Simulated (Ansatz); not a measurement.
**CuI (Marshite): given cell or relaxed cell?**

Wanted: the change of the gap of CuI (Marshite) on relaxing cell and ions.

Calculated with Ansatz 0.2.0; PBE, HSE06 and G0W0, plane waves, PAW.

Report form: the programs' logs are mostly left out.

The database entry behind the starting cell differs from later determinations by our own check (about 0.15 % long (mineral sample)), so it need not match the best structure at ambient conditions.

In doubt: one-shot GW on d or f shells is unsure (steps 6, 7), so the values of those runs are not to be relied on.

### 1. Starting point

The structure is cubic, space group F-43m (No. 216). Conventional cell: a = 6.063 Å, b = 6.063 Å, c = 6.063 Å, α = 90.00°, β = 90.00°, γ = 90.00°. Nearest to Cu lie 4 I at 2.63 Å. Nearest to I lie 4 Cu at 2.63 Å. Farther neighbours and most contacts between anions are not listed.

The cell and positions come from the Crystallography Open Database and are kept as given unless a step says otherwise. Spin-orbit coupling is left out unless a step names it. The default PAW set here is soft_2. Its files were made with PBE.

### 2. PBE bands at the given cell

The cheap functional maps the bands first; the places of the edges decide which points the dearer methods must see.

This step: DFT, PBE, plane waves, PAW.

input.yaml reads:

```yaml
crystal:
  lattice:
    - [0.0, 3.0315, 3.0315]
    - [3.0315, 0.0, 3.0315]
    - [3.0315, 3.0315, 0.0]
  atoms:
    - { symbol: Cu, position: [0.25, 0.25, 0.25] }
    - { symbol: I, position: [0.0, 0.0, 0.0] }
kpoints:
  mp_grid: { grid: [6, 6, 6] }
  band_path:
    path:
      - [[0.0, 0.0, 0.0], [-0.5, -0.5, 0.0], [-0.375, -0.375, 0.25]]
      - [[-0.375, 0.0, 0.375], [0.0, 0.0, 0.0], [0.0, 0.0, 0.5], [-0.5, -0.25, 0.25], [-0.5, -0.5, 0.0]]
    npoints: 10
hamiltonian:
  xc: pbe
scf:
  occupations: { method: fermi_dirac, width: 0.02 }
  n_extra_bands: 4
output:
  eigenvalues: true
  write_density: true
  write_potential: true
  elf: true
  volumetric_format: npy
```

Launch:

```sh
> ansatz run input.yaml --threads 3 --pin off --max-ram 92160MiB --backend cuda --events-out ev --progress --plain --runs-dir out --devices 1 --max-vram 13GiB  # rebuilt from the run's record
```

It took 3.5 s on 1 × NVIDIA H100 80GB HBM3 (shared by 6 runs) with 3 threads of AMD EPYC 7R13 (Zen 3), shared host; peak memory 0.92 GiB; 3.5 s of CPU time.

This step gave:

```yaml
filled_bands: 18
gap: 1.121 eV
valence_top_at: Γ
conduction_bottom_at: Γ
least_direct_gap: 1.121 eV
```

The gap is direct, at Γ.

### 3. The relaxed cell

Cell and ions were relaxed with PBE; that run is not shown. It left this cell:

The structure is cubic, space group F-43m (No. 216). Conventional cell: a = 6.079 Å, b = 6.079 Å, c = 6.079 Å, α = 90.00°, β = 90.00°, γ = 90.00°. Nearest to Cu lie 4 I at 2.63 Å. Nearest to I lie 4 Cu at 2.63 Å. Farther neighbours and most contacts between anions are not listed.

### 4. PBE at the relaxed cell

input.yaml, the sections that differ from step 2:

```yaml
crystal:
  lattice:
    - [0.0, 3.039449906, 3.039449906]
    - [3.039449906, 0.0, 3.039449906]
    - [3.039449906, 3.039449906, 0.0]
  atoms:
    - { symbol: Cu, position: [0.25, 0.25, 0.25] }
    - { symbol: I, position: [0.0, 0.0, 0.0] }
output:
  eigenvalues: true
# kpoints, hamiltonian, scf: as in step 2
```

Elapsed: 3 s, on 1 × NVIDIA H100 80GB HBM3 (shared by 6 runs) with 3 threads; peak memory 0.91 GiB; 2.9 s of CPU time.

This step gave:

```yaml
gap: 1.100 eV
valence_top_at: Γ
conduction_bottom_at: Γ
least_direct_gap: 1.100 eV
```

The gap is direct, at Γ.

### 5. HSE06 at the relaxed cell

The screened hybrid is the usual rung above semilocal functionals: a quarter of exact exchange, cut off beyond a few ångström.

This step: DFT, HSE06, plane waves, PAW.

input.yaml reads:

```yaml
crystal:
  lattice:
    - [0.0, 3.039449906, 3.039449906]
    - [3.039449906, 0.0, 3.039449906]
    - [3.039449906, 3.039449906, 0.0]
  atoms:
    - { symbol: Cu, position: [0.25, 0.25, 0.25] }
    - { symbol: I, position: [0.0, 0.0, 0.0] }
kpoints:
  mp_grid: { grid: [4, 4, 4] }
  band_path:
    path:
      - [0.0, 0.0, 0.0]
      - [-0.5, -0.5, 0.0]
      - [-0.375, -0.375, 0.25]
      - [-0.375, 0.0, 0.375]
      - [0.0, 0.0, 0.5]
      - [-0.5, -0.25, 0.25]
    npoints: 1
hamiltonian:
  xc: hse06
scf:
  occupations: { method: fixed }
  n_extra_bands: 4
output:
  eigenvalues: true
  write_density: true
  write_potential: true
  elf: true
  volumetric_format: npy
```

Run time: 8.4 s. Hardware: 1 × NVIDIA H100 80GB HBM3 (shared by 6 runs) with 3 threads; peak memory 1.1 GiB.

Numbers from this step:

```
gap                  : 2.628 eV
valence top at       : Γ
conduction bottom at : Γ
least direct gap     : 2.628 eV
```

The gap stands +1.53 eV against PBE.

### 6. G0W0 at the relaxed cell

Now the one-shot GW correction: screening in the RPA, then the self-energy of the levels asked for.

This step: G0W0 on PBE, plane waves, PAW.

input.yaml reads:

```yaml
crystal:
  lattice:
    - [0.0, 3.039449906, 3.039449906]
    - [3.039449906, 0.0, 3.039449906]
    - [3.039449906, 3.039449906, 0.0]
  atoms:
    - { symbol: Cu, position: [0.25, 0.25, 0.25] }
    - { symbol: I, position: [0.0, 0.0, 0.0] }
kpoints:
  mp_grid: { grid: [4, 4, 4] }
hamiltonian:
  xc: pbe
scf:
  occupations: { method: fixed }
gw:
  n_empty_bands: 167
  ecut_chi: 120
  qp_bands: [v2, c2]
  qp_kpoints: band_edges
  screening: { model: contour_deformation }
```

Elapsed: 7.2 s, on 1 × NVIDIA H100 80GB HBM3 (shared by 6 runs) with 3 threads; peak memory 1.1 GiB; 8.8 s of CPU time.

This step gave:

```yaml
bands_summed: 185
rpa_eps_infinity_on_this_mesh_eigenvalues: 9.459, 9.459, 9.459
plane_waves_in_the_screening_matrix: 169
g0w0_gap_on_the_mesh: 1.927 eV
k_of_the_valence_top: 0, 0, 0
k_of_the_conduction_bottom: 0, 0, 0
starting_gap_on_the_mesh: 1.098 eV
least_direct_g0w0_gap_on_the_computed_points: 1.927 eV
```

The gap on the mesh goes from 1.10 eV to 1.93 eV, a correction of +0.83 eV. Between the two edge states, bare exchange in place of the xc potential would open the gap by 10.55 eV, and correlation takes back 9.72 eV.

### 7. G0W0 at the given cell

input.yaml, the sections that differ from step 6:

```yaml
crystal:
  lattice:
    - [0.0, 3.0315, 3.0315]
    - [3.0315, 0.0, 3.0315]
    - [3.0315, 3.0315, 0.0]
  atoms:
    - { symbol: Cu, position: [0.25, 0.25, 0.25] }
    - { symbol: I, position: [0.0, 0.0, 0.0] }
gw:
  n_empty_bands: 166
  ecut_chi: 120
  qp_bands: [v2, c2]
  qp_kpoints: band_edges
  screening: { model: contour_deformation }
# kpoints, hamiltonian, scf: as in step 6
```

Wall time 6.3 s (1 × NVIDIA H100 80GB HBM3 (shared by 6 runs) with 3 threads); peak memory 1.1 GiB.

Numbers from this step:

* bands summed: 184
* RPA ε∞ on this mesh (eigenvalues): 9.418, 9.418, 9.418
* plane waves in the screening matrix: 169
* G0W0 gap on the mesh: 1.949 eV
* k of the valence top: 0, 0, 0
* k of the conduction bottom: 0, 0, 0
* starting gap on the mesh: 1.118 eV
* least direct G0W0 gap on the computed points: 1.949 eV

The gap on the mesh goes from 1.12 eV to 1.95 eV, a correction of +0.83 eV. Between the two edge states, bare exchange in place of the xc potential would open the gap by 10.53 eV, and correlation takes back 9.70 eV.

### 8. Together

G0W0 rows are gaps on the mesh, lowered by the amount that the mesh misses the start's edges, a rough step that assumes the same correction there.

```tsv
level	given cell (eV)	relaxed cell (eV)	change (eV)
PBE	1.12	1.10	−0.02
HSE06	-	2.63	-
G0W0@PBE	1.95	1.93	−0.02
```

### 9. Outcome

```yaml
volume_change: +0.8 %
pbe_given_cell: 1.12 eV
pbe_relaxed_cell: 1.10 eV
hse06_relaxed_cell: 2.63 eV
g0w0_pbe_relaxed_cell: 1.93 eV
g0w0_pbe_given_cell: 1.95 eV
known_limits: not at the basis limit; d shell near the gap, gap tends to lie low; no spin-orbit coupling
```

Relaxation changes the volume by +0.8 % and the gap by −0.02 eV (PBE) and −0.02 eV (G0W0@PBE). Bands and cutoff are finite, so the gap is not at the basis limit. The miss can reach some tenths of an eV and take either sign; the mesh is an error of its own. A d shell, filled or nearly so, lies near the gap. One-shot GW converges very slowly in bands there, not always from below, and on a semilocal start the gap tends to come out low; starts rich in exact exchange can overshoot instead. The many-body steps are scalar-relativistic: spin-orbit coupling is not in them.

[Paths, hosts, dates, memory and timing lines, banners, echoed tables and standing remarks are left out of the program output.]

[Logs are printed without paths, hosts, clocks, repeated set-up lines and the standing remarks that a program may print on its own settings, such as how far it seeks lower states.]

[Runs of the session that timed out or met a known fault of the program may be left out.]

[Cells called generated may have been cut or substituted from an entry of the Crystallography Open Database or the Materials Project.]

[Hosts, paths, dates, database ids (printed as entryN), source tags and the programs' standing remarks are cut or masked in the printed files.]
